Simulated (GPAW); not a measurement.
## BO (GaSe-type monolayer): G0W0 on several meshes in GPAW

Wanted: mesh dependence and cost of G0W0 for BO (GaSe-type monolayer).

Method: LDA and many-body steps on it, plane waves, in GPAW 26.7.0.

### 1. The starting structure

The cell holds 4 atoms: 2 B and 2 O. Its edges and angles: a = 2.404 Å, b = 2.404 Å, c = 13.800 Å, α = 90.0°, β = 90.0°, γ = 120.0°. Vacuum lies along c.

Structure file:

```xyz
4
Lattice="2.4044 0.0000 0.0000 -1.2022 2.0823 0.0000 0.0000 0.0000 13.8000" Properties=species:S:1:pos:R:3
B     0.0000    1.3882    7.7810
B     0.0000    1.3882    6.0190
O     1.2022    0.6941    8.3442
O     1.2022    0.6941    5.4558
```

The structure was relaxed with LDA. The runs that relaxed it are not among those shown.

### 2. Empty states on the mesh, 15×15×1 mesh, 166 bands

This step: GPAW 26.7.0; DFT, LDA, plane waves, PAW.

The sums over transitions need many empty states on a uniform mesh; this step solves for them.

File run.py:

```python
import json
import numpy as np
from gpaw.mpi import world
from gpaw import GPAW

calc = GPAW('gs.gpw').fixed_density(kpts={'size': (15, 15, 1), 'gamma': True},
    parallel={'domain': 1, 'band': 1},
    txt='nscf.txt')
calc.diagonalize_full_hamiltonian(nbands=166)
calc.write('full.gpw', mode='all')
res = {}
kpts = calc.get_ibz_k_points()
res['kpts'] = kpts
res['eigenvalues'] = [calc.get_eigenvalues(kpt=k) for k in range(len(kpts))]
res['n_electrons'] = calc.get_number_of_electrons()

if world.rank == 0:
    with open('result.json', 'w') as f:
        json.dump(res, f, default=lambda x: x.tolist())
```

Command:

```sh
$ mpirun -n 8 gpaw python run.py
```

Numbers of over 12 decimals in the logs are rounded to 6 here.

The program printed:

```text
Diagonalizing LCAO Hamiltonian
Converting LCAO to pw mode
convergence criteria:
- Maximum integral of absolute [eigenst]ate change: 4e-08 eV^2 / valence electron
maximum number of iterations: 100

SCF iterations
|iter     |     time |      energy | eigst |  dens |
|iter:   1|  |             | +1.08 |       |
|iter:   2|  |             | +0.38 |       |
|iter:   3|  |             | -0.13 |       |
[...]
|iter:  18|  |             | -7.09 |       |
|iter:  19|  |             | -7.28 |       |
|iter:  20|  |             | -7.49c|       |
SCF steps: 20
  __  _  _
 | _ |_)|_||  |
 |__||  | ||/\| - 26.7.0

Input parameters:
  mode=PW(ecut=600.0),
  convergence={'density': 1e-06, 'bands': -3},
  gpts=array([14, 14, 80]),
  kpts=MonkhorstPack(size=(15, 15, 1), gamma=True),
  maxiter=100,
  nbands=17,
  occupations=Occupations(name='fermi-dirac', width=0.001, fixmagmom=False),
  parallel={'domain': 1, 'band': 1},
  xc=XC(name='LDA')
Matrix size: 2323x2323
# Writing to full.gpw (mode='all')
  [... matrices ...]

timing:  # [seconds]
  Total: 27.936  # ━━━━━━━━━━━━━━━━━━━━━━━━━━━━━━━━━━━━━━━━━━━━━━━━━━━━━━━━━━
```

Elapsed: 35 s, on 8 MPI ranks of Intel Xeon Platinum 8488C (Sapphire Rapids), shared host; peak memory 4.7 GiB.

This step gave:

```yaml
gap: 4.925 eV
k_of_the_valence_top: 0.2667, -0.1333, 0
k_of_the_conduction_bottom: 0.3333, 0.3333, 0
least_direct_gap: 6.048 eV
k_points_computed: 27
lowest_point_of_the_top_converged_band_above_the_valence_top: 94.0232 eV
```

On this mesh the gap is 4.925 eV.

### 3. 15×15×1

G0W0 replaces the xc potential by the self-energy, built once from these orbitals. Only a window of levels is corrected, while the sums run over the empty bands that the input names.

This step: G0W0 on LDA, plane waves, PAW.

File run.py:

```python
import json
import numpy as np
from gpaw.mpi import world
from gpaw.response.g0w0 import G0W0

gw = G0W0('full.gpw',
    filename='gw',
    kpts=[0, 6, 11, 12],
    bands=(7, 11),
    ecut=60,
    nbands=72,
    truncation='2D',
    integrate_gamma='sphere',
    q0_correction=True,
    frequencies={'type': 'nonlinear', 'domega0': 0.15, 'omega2': 15.0},
    eta=0.1,
    nblocksmax=True)
gw.calculate()
res = {mode: {k: v for k, v in r.items() if k != 'sigma_eskwn'}
       for mode, r in gw.all_results.items()}

if world.rank == 0:
    with open('result.json', 'w') as f:
        json.dump(res, f, default=lambda x: x.tolist())
```

Command:

```sh
$ mpirun -n 8 gpaw python run.py
```

The program printed:

```text
Using integrator: PointIntegrator
NonLinearFrequencyDescriptor(from 0.000 to 79.704 eV, 167 points)
Nonperiodic BCs:  [False False  True]
Using integrator: PointIntegrator
NonLinearFrequencyDescriptor(from 0.000 to 79.704 eV, 167 points)
Nonperiodic BCs:  [False False  True]
Applying analytical 2D correction to W:
    Evaluating Gamma point contribution to W on a 15x15x1 grid
  ___  _ _ _
 |   || | | |
 | | || | | |
 |__ ||_____|
 |___|

BZ k-points: Symmetries present (total): 12

  [... matrices ...]
225 k-points: 15 x 15 x 1 Monkhorst-Pack grid
27 k-points in the irreducible part of the Brillouin zone
       k-points in crystal coordinates                weights
   0:     0.00000000    0.00000000    0.00000000          1/225
   1:     0.06666667    0.00000000    0.00000000          6/225
   2:     0.13333333   -0.06666667    0.00000000          6/225
   3:     0.13333333    0.00000000    0.00000000          6/225
   4:     0.20000000   -0.06666667    0.00000000         12/225
   5:     0.20000000    0.00000000    0.00000000          6/225
   6:     0.26666667   -0.13333333    0.00000000          6/225
   7:     0.26666667   -0.06666667    0.00000000         12/225
   8:     0.26666667    0.00000000    0.00000000          6/225
   9:     0.33333333   -0.13333333    0.00000000         12/225
          ...
  26:     0.46666667    0.46666667    0.00000000          6/225

Distributing spins, k-points and bands (1 x 4 x 4) over 1 process
Number of blocks: 8

Quasi particle states:
k-points (IBZ indices): [0, 6, 11, 12]
Band range: (7, 11)
  [... matrices ...]
Computational parameters:
Plane wave cut-off: 60 eV
Number of bands: 72
Coulomb cutoff: 2D
Broadening: 0.1 eV

fxc modes: GW
Kernel: RPA
Using full-frequency real axis integration
Summing all q:

Calculating screened Coulomb potential
2D Coulomb truncation
NonLinearFrequencyDescriptor(from 0.000 to 79.704 eV, 167 points)
Removing empty qpoint cache files...

Calculating chi0 body with:
    Ground state adapter containing:
    Number of spins: 1
    Number of kpoints: 225
    Number of irreducible kpoints: 27
    Number of completely occupied states: 9
    Number of partially occupied states: 9
    Occupied states memory: 2.1533203125 M / cpu

    Linear response parametrization:
    q_c: [0.0, 0.0, 0.0]
    Number of frequency points: 167
    Planewave cutoff: 60.0
    Number of bands: 72
    Number of planewaves: 83
    Broadening (eta): 0.1
    comm.size: 8
    kncomm.size: 1
    blockcomm.size: 8

    Memory estimate of potentially large arrays:
        chi0_wGG: 2.194334 M / cpu
Integrating chi0 body.

Symmetries of q_c:
    Direct symmetries (Uq -> q): 12
    Indirect symmetries (TUq -> q): 12
In total 24 allowed symmetries.

  [... matrices ...]
27 groups of equivalent kpoints. 88.0% reduction.

Integral kind: spectral function
Integrating chi0 head and wings.

Symmetries of q_c:
    Direct symmetries (Uq -> q): 12
    Indirect symmetries (TUq -> q): 12
In total 24 allowed symmetries.

  [... matrices ...]
27 groups of equivalent kpoints. 88.0% reduction.

Integral kind: spectral function wings

Calculating chi0 body with:
    Ground state adapter containing:
    Number of spins: 1
    Number of kpoints: 225
    Number of irreducible kpoints: 27
    Number of completely occupied states: 9
    Number of partially occupied states: 9
    Occupied states memory: 2.1533203125 M / cpu

[... the further q-points ...]

Results:
f:      Occupation numbers
eps:     KS-eigenvalues [eV]
vxc:     KS vxc [eV]
exx:     Exact exchange [eV]
sigma:   Self-energies [eV]
dsigma:  Self-energy derivatives
Z:       Renormalization factors
qp:      QP-energies [eV]

k-point 0 (0): (0.000, 0.000, 0.000)                GW
band       f     eps     vxc     exx   sigma  dsigma       Z      qp
                                                                   GW
   7   1.000  -4.807 -22.118 -27.097   3.923  -0.216   0.822  -5.676
   8   1.000  -1.595 -17.849 -22.058   2.931  -0.221   0.819  -2.641
   9   0.000   5.068  -2.659  -1.258  -0.981  -0.061   0.943   5.464
  10   0.000   5.242  -4.478  -2.050  -1.565  -0.085   0.922   6.038

k-point 1 (6): (0.267, -0.133, 0.000)                GW
band       f     eps     vxc     exx   sigma  dsigma       Z      qp
                                                                   GW
   7   1.000  -5.851 -20.270 -26.494   4.513  -0.257   0.795  -7.212
   8   1.000  -1.269 -18.566 -22.717   3.011  -0.212   0.825  -2.209
[...]
k-point 2 (11): (0.333, 0.000, 0.000)                GW
band       f     eps     vxc     exx   sigma  dsigma       Z      qp
                                                                   GW
[...]
k-point 3 (12): (0.333, 0.333, 0.000)                GW
band       f     eps     vxc     exx   sigma  dsigma       Z      qp
                                                                   GW
[...]
8   1.000  -2.753 -15.088 -18.869   2.458  -0.232   0.811  -3.826
   9   0.000   3.657 -14.710  -9.223  -2.918  -0.184   0.844   5.826
  10   0.000   8.638 -16.903  -9.569  -4.123  -0.266   0.790  11.175
```

It took 2.4 min on 8 MPI ranks; peak memory 3.3 GiB.

This step gave:

```
G0W0 gap on the mesh                         : 7.673 eV
least direct G0W0 gap on the computed points : 8.105 eV
Z at the valence top                         : 0.8249
Z at the conduction bottom                   : 0.9428
starting gap on the mesh                     : 4.925 eV
k of the valence top                         : 0.2667, -0.1333, 0
k of the conduction bottom                   : 0, 0, 0
```

The gap on the mesh goes from 4.93 eV to 7.67 eV, a correction of +2.75 eV.

### 4. Empty states on the mesh, 12×12×1 mesh, 82 bands

This step: DFT, LDA, plane waves, PAW.

File run.py:

```python
import json
import numpy as np
from gpaw.mpi import world
from gpaw import GPAW

calc = GPAW('gs.gpw').fixed_density(kpts={'size': (12, 12, 1), 'gamma': True},
    nbands=95,
    convergence={'bands': 82},
    txt='nscf.txt')
calc.write('full.gpw', mode='all')
res = {}
kpts = calc.get_ibz_k_points()
res['kpts'] = kpts
res['eigenvalues'] = [calc.get_eigenvalues(kpt=k) for k in range(len(kpts))]
res['n_electrons'] = calc.get_number_of_electrons()

if world.rank == 0:
    with open('result.json', 'w') as f:
        json.dump(res, f, default=lambda x: x.tolist())
```

Command:

```sh
$ mpirun -n 8 gpaw python run.py
```

The program printed:

```text
Diagonalizing LCAO Hamiltonian
Converting LCAO to pw mode
convergence criteria:
- Maximum integral of absolute [eigenst]ate change: 4e-08 eV^2 / valence electron
maximum number of iterations: 100

SCF iterations
|iter     |     time |      energy | eigst |  dens |
|iter:   1|  |             | +4.20 |       |
|iter:   2|  |             | +2.99 |       |
|iter:   3|  |             | +1.89 |       |
[...]
|iter:  11|  |             | -6.34 |       |
|iter:  12|  |             | -7.07 |       |
|iter:  13|  |             | -7.55c|       |
SCF steps: 13
  __  _  _
 | _ |_)|_||  |
 |__||  | ||/\| - 26.7.0

Input parameters:
  mode=PW(ecut=600.0),
  convergence={'bands': 82},
  gpts=array([14, 14, 80]),
  kpts=MonkhorstPack(size=(12, 12, 1), gamma=True),
  maxiter=100,
  nbands=95,
  occupations=Occupations(name='fermi-dirac', width=0.001, fixmagmom=False),
  parallel={},
  xc=XC(name='LDA')
# Writing to full.gpw (mode='all')
  [... matrices ...]

timing:  # [seconds]
  Total: 0.088  # ━━━━━━━━━━━━━━━━━━━━━━━━━━━━━━━━━━━━━━━━━━━━━━━━━━━━━━━━━━━
```

It took 12 s on 8 MPI ranks; peak memory 1.4 GiB.

This step gave:

- gap: 4.917 eV
- k of the valence top: 0.25, -0.0833, 0
- k of the conduction bottom: 0.5, 0.5, 0
- least direct gap: 6.048 eV
- k points computed: 19
- lowest point of the top converged band, above the valence top: 52.9582 eV

On this mesh the gap is 4.917 eV.

### 5. 12×12×1

This step: G0W0 on LDA, plane waves, PAW.

File run.py:

```python
import json
import numpy as np
from gpaw.mpi import world
from gpaw.response.g0w0 import G0W0

gw = G0W0('full.gpw',
    filename='gw',
    kpts=[0, 4, 8, 18],
    bands=(7, 11),
    ecut=60,
    nbands=72,
    truncation='2D',
    integrate_gamma='sphere',
    q0_correction=True,
    frequencies={'type': 'nonlinear', 'domega0': 0.15, 'omega2': 15.0},
    eta=0.1,
    nblocksmax=True)
gw.calculate()
res = {mode: {k: v for k, v in r.items() if k != 'sigma_eskwn'}
       for mode, r in gw.all_results.items()}

if world.rank == 0:
    with open('result.json', 'w') as f:
        json.dump(res, f, default=lambda x: x.tolist())
```

Command:

```sh
$ mpirun -n 8 gpaw python run.py
```

The program printed:

```text
Using integrator: PointIntegrator
NonLinearFrequencyDescriptor(from 0.000 to 79.704 eV, 167 points)
Nonperiodic BCs:  [False False  True]
Using integrator: PointIntegrator
NonLinearFrequencyDescriptor(from 0.000 to 79.704 eV, 167 points)
Nonperiodic BCs:  [False False  True]
Applying analytical 2D correction to W:
    Evaluating Gamma point contribution to W on a 19x19x1 grid
  ___  _ _ _
 |   || | | |
 | | || | | |
 |__ ||_____|
 |___|

BZ k-points: Symmetries present (total): 12

  [... matrices ...]
144 k-points: 12 x 12 x 1 Monkhorst-Pack grid + [1/24,1/24,0.000000]
19 k-points in the irreducible part of the Brillouin zone
       k-points in crystal coordinates                weights
   0:    -0.00000000   -0.00000000    0.00000000          1/144
   1:     0.08333333   -0.00000000    0.00000000          6/144
   2:     0.16666667   -0.08333333    0.00000000          6/144
[...]
9:     0.33333333    0.33333333    0.00000000          2/144
          ...
  18:     0.50000000    0.50000000    0.00000000          3/144

Distributing spins, k-points and bands (1 x 4 x 4) over 1 process
Number of blocks: 8

Quasi particle states:
k-points (IBZ indices): [0, 4, 8, 18]
Band range: (7, 11)
  [... matrices ...]
Computational parameters:
Plane wave cut-off: 60 eV
Number of bands: 72
Coulomb cutoff: 2D
Broadening: 0.1 eV

fxc modes: GW
Kernel: RPA
Using full-frequency real axis integration
Summing all q:

Calculating screened Coulomb potential
2D Coulomb truncation
NonLinearFrequencyDescriptor(from 0.000 to 79.704 eV, 167 points)
Removing empty qpoint cache files...

Calculating chi0 body with:
    Ground state adapter containing:
    Number of spins: 1
    Number of kpoints: 144
    Number of irreducible kpoints: 19
[...]
In total 24 allowed symmetries.

  [... matrices ...]
19 groups of equivalent kpoints. 86.805556% reduction.

Integral kind: spectral function
Integrating chi0 head and wings.

Symmetries of q_c:
    Direct symmetries (Uq -> q): 12
    Indirect symmetries (TUq -> q): 12
In total 24 allowed symmetries.

  [... matrices ...]
19 groups of equivalent kpoints. 86.805556% reduction.

Integral kind: spectral function wings

Calculating chi0 body with:
    Ground state adapter containing:
    Number of spins: 1
    Number of kpoints: 144
    Number of irreducible kpoints: 19
    Number of completely occupied states: 9
    Number of partially occupied states: 9
[... the further q-points ...]

Results:
f:      Occupation numbers
eps:     KS-eigenvalues [eV]
vxc:     KS vxc [eV]
exx:     Exact exchange [eV]
sigma:   Self-energies [eV]
dsigma:  Self-energy derivatives
Z:       Renormalization factors
qp:      QP-energies [eV]

k-point 0 (0): (-0.000, -0.000, 0.000)                GW
band       f     eps     vxc     exx   sigma  dsigma       Z      qp
                                                                   GW
   7   1.000  -4.807 -22.118 -27.097   3.907  -0.214   0.824  -5.691
   8   1.000  -1.595 -17.849 -22.058   2.914  -0.222   0.818  -2.654
   9   0.000   5.068  -2.659  -1.258  -1.002  -0.062   0.942   5.444
[...]
k-point 1 (4): (0.250, -0.083, 0.000)                GW
band       f     eps     vxc     exx   sigma  dsigma       Z      qp
                                                                   GW
[...]
k-point 2 (8): (0.333, -0.000, 0.000)                GW
band       f     eps     vxc     exx   sigma  dsigma       Z      qp
                                                                   GW
[...]
k-point 3 (18): (0.500, 0.500, 0.000)                GW
band       f     eps     vxc     exx   sigma  dsigma       Z      qp
                                                                   GW
[...]
9   0.000   3.647 -16.064 -10.626  -2.898  -0.184   0.845   5.793
  10   0.000   6.676 -14.358  -7.516  -3.821  -0.174   0.852   9.249
```

The job ended after 65 s (8 MPI ranks; peak memory 2.7 GiB).

Numbers from this step:

| Quantity | Value |
| --- | --- |
| G0W0 gap on the mesh | 7.674 eV |
| least direct G0W0 gap on the computed points | 8.099 eV |
| Z at the valence top | 0.8265 |
| Z at the conduction bottom | 0.9418 |
| starting gap on the mesh | 4.917 eV |
| k of the valence top | 0.25, -0.0833, 0 |
| k of the conduction bottom | 0, 0, 0 |

Against G0W0 in GPAW (15×15×1 mesh, 72 bands, screening to 60 eV, full frequency, Hilbert transform), the gap moves by +0.001 eV.

### 6. Side by side

Times are wall times on 8 MPI ranks of Intel Xeon Platinum 8488C (Sapphire Rapids), shared host, good to a factor of about two.

| run | mesh | bands | screening cutoff (eV) | DFT gap (eV) | gap on the mesh (eV) | direct (eV) | time |
| --- | --- | --- | --- | --- | --- | --- | --- |
| 15×15×1 | 15×15×1 | 72 | 60 | 4.925 | 7.673 | 8.105 | 2.4 min |
| 12×12×1 | 12×12×1 | 72 | 60 | 4.917 | 7.674 | 8.099 | 65 s |

### 7. Outcome

```yaml
15x15x1: 7.673 eV
12x12x1: 7.674 eV
known_limits: not at the basis limit
```

12×12×1: no change against 15×15×1, −0.009 eV of it in the start. Bands and cutoff are finite, so the gap is not at the basis limit. The miss can reach some tenths of an eV and take either sign; the mesh is an error of its own. These stock PAW sets were not made for GW.

[Paths, hosts, dates, memory and timing lines, banners, echoed tables and standing remarks are left out of the program output.]

[Logs are printed without paths, hosts, clocks, repeated set-up lines and the standing remarks that a program may print on its own settings, such as how far it seeks lower states.]

[Runs of the session that timed out or met a known fault of the program may be left out.]

[Hosts, paths, dates, database ids (printed as entryN), source tags and the programs' standing remarks are cut or masked in the printed files.]
